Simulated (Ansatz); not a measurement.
System: WS2 (Tungstenite).

The database entry behind the starting cell differs from later determinations by our own check (an axis about 1.4 % long against later determinations), so it need not match the best structure at ambient conditions.

It takes space group P6_3/mmc (No. 194, hexagonal). The conventional cell has a = 3.180 Å, b = 3.180 Å, c = 12.500 Å, α = 90.00°, β = 90.00°, γ = 120.00°. Nearest to W lie 6 S at 2.41 Å. S has 3 W at 2.41 Å nearest. Farther neighbours and most contacts between anions are not listed.

```cif
data_structure
_symmetry_space_group_name_H-M 'P 1'
_symmetry_Int_Tables_number 1
_cell_length_a 3.1800
_cell_length_b 3.1800
_cell_length_c 12.5000
_cell_angle_alpha 90.000
_cell_angle_beta 90.000
_cell_angle_gamma 120.000
_cell_volume 109.47
loop_
_atom_site_label
_atom_site_type_symbol
_atom_site_fract_x
_atom_site_fract_y
_atom_site_fract_z
_atom_site_occupancy
W1 W 0.33333 0.66667 0.25000 1
W2 W 0.66667 0.33333 0.75000 1
S3 S 0.33333 0.66667 0.62500 1
S4 S 0.66667 0.33333 0.12500 1
S5 S 0.33333 0.66667 0.87500 1
S6 S 0.66667 0.33333 0.37500 1
```

The cell and positions come from the Crystallography Open Database and are kept as given unless a step says otherwise. Spin-orbit coupling is left out unless a run names it. PAW set soft_2, made with PBE.

Gaps computed with Ansatz 0.2.0 without a self-energy: LDA 0.97 eV, PBE 1.05 eV, PBE+SOC 1.00 eV, HSE06 1.58 eV, PBE0 2.24 eV and DDH-PBE0 1.47 eV. The mean ε∞ by PBE perturbation theory is 11.06.

Q: Estimate the G0W0@PBE gap with 6×6×2 mesh, 867 empty bands, screening to 230 eV, default PAW files.

About 1.47 eV: on its mesh the run moves the gap from 1.05 eV by +0.42 eV. Among the scalar-relativistic levels given, DDH-PBE0 is nearest (+0.00 eV). One-shot corrections scale roughly with one over ε∞, here 0.09. Spin-orbit coupling is not in that value; its −0.05 eV at the PBE level would bring it to about 1.42 eV. Bands and cutoff are finite, so the gap is not at the basis limit. The miss can reach some tenths of an eV and take either sign; the mesh is an error of its own. The many-body steps are scalar-relativistic: spin-orbit coupling is not in them.

[Paths, hosts, dates, memory and timing lines, banners, echoed tables and standing remarks are left out of the program output.]

[Logs are printed without paths, hosts, clocks, repeated set-up lines and the standing remarks that a program may print on its own settings, such as how far it seeks lower states.]

[Runs of the session that timed out or met a known fault of the program may be left out.]

[Cells called generated may have been cut or substituted from an entry of the Crystallography Open Database or the Materials Project.]

[Hosts, paths, dates, database ids (printed as entryN), source tags and the programs' standing remarks are cut or masked in the printed files.]
